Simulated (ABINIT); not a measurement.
Computed results, one entry a study.

```cif
data_cao
_symmetry_space_group_name_H-M 'Fm-3m'
_symmetry_Int_Tables_number 225
_cell_length_a 4.8130
_cell_length_b 4.8130
_cell_length_c 4.8130
_cell_angle_alpha 90.000
_cell_angle_beta 90.000
_cell_angle_gamma 90.000
_cell_volume 111.49
loop_
_atom_site_label
_atom_site_type_symbol
_atom_site_symmetry_multiplicity
_atom_site_Wyckoff_symbol
_atom_site_fract_x
_atom_site_fract_y
_atom_site_fract_z
_atom_site_occupancy
Ca1 Ca 4 a 0.00000 0.00000 0.00000 1
O1 O 4 b 0.50000 0.00000 0.00000 1
_calc_subject 'CaO (Lime): a self-consistent loop beyond G0W0, cycle by cycle'
_calc_method 'RPA screening on PBE, plane waves, norm-conserving pseudopotentials (and 3 further levels or steps)'
_calc_program 'ABINIT 10.8.3'
_calc_settings 'cutoff 36 Ha, PseudoDojo scalar-relativistic 0.4.1 standard, norm-conserving, ngkpt (6, 6, 6), nband 214, ecuteps 9.6 Ha, inclvkb 2, shiftk (0, 0, 0), symchi 1, awtr 1, frequency ppm, 6×6×6 k-mesh'
_calc_cost '5 runs, 51 min in all on 8 MPI ranks of Arm Neoverse V2, shared host'
_calc_notes 'The cell and positions come from the Crystallography Open Database and are kept as given unless a step says otherwise. The first cycle of evGW0 takes the full correction, without the factor Z, so it overshoots the one-shot value.'
_calc_g0w0 '5.865 eV'
_calc_evgw0_cycle_1 '6.372 eV'
_calc_evgw0_cycle_2 '6.277 eV'
_calc_known_limits 'short of the basis limit'
```

[Long decimals in the printed logs are rounded to 6 places.]

[Logs are printed without paths, hosts, clocks, repeated set-up lines and the standing remarks that a program may print on its own settings, such as how far it seeks lower states.]

[Paths, hosts, dates, memory and timing lines, banners, echoed tables and standing remarks are left out of the program output; an Ansatz launch command may be rebuilt from the run's recorded settings. Measured values are a selection of at most five: reports struck by readers or far from the other reports are left out. None is set beside runs whose start may be inverted or whose files or cutoffs have a known fault.]

[Runs of the session that timed out or met a known fault of the program may be left out.]

[Hosts, paths, dates, database ids (printed as entryN), source tags and the programs' standing remarks are cut or masked in the printed files.]

[G0W0 gaps are taken among the corrected bands and points alone; a level outside them can change the order at an edge.]

[Where Ansatz stands beside ABINIT at settings called matched, ABINIT's density can come from a denser mesh and the files from another edition; pairs whose starting gaps differed by over 0.03 eV were left out, so agreement reads better than it is.]
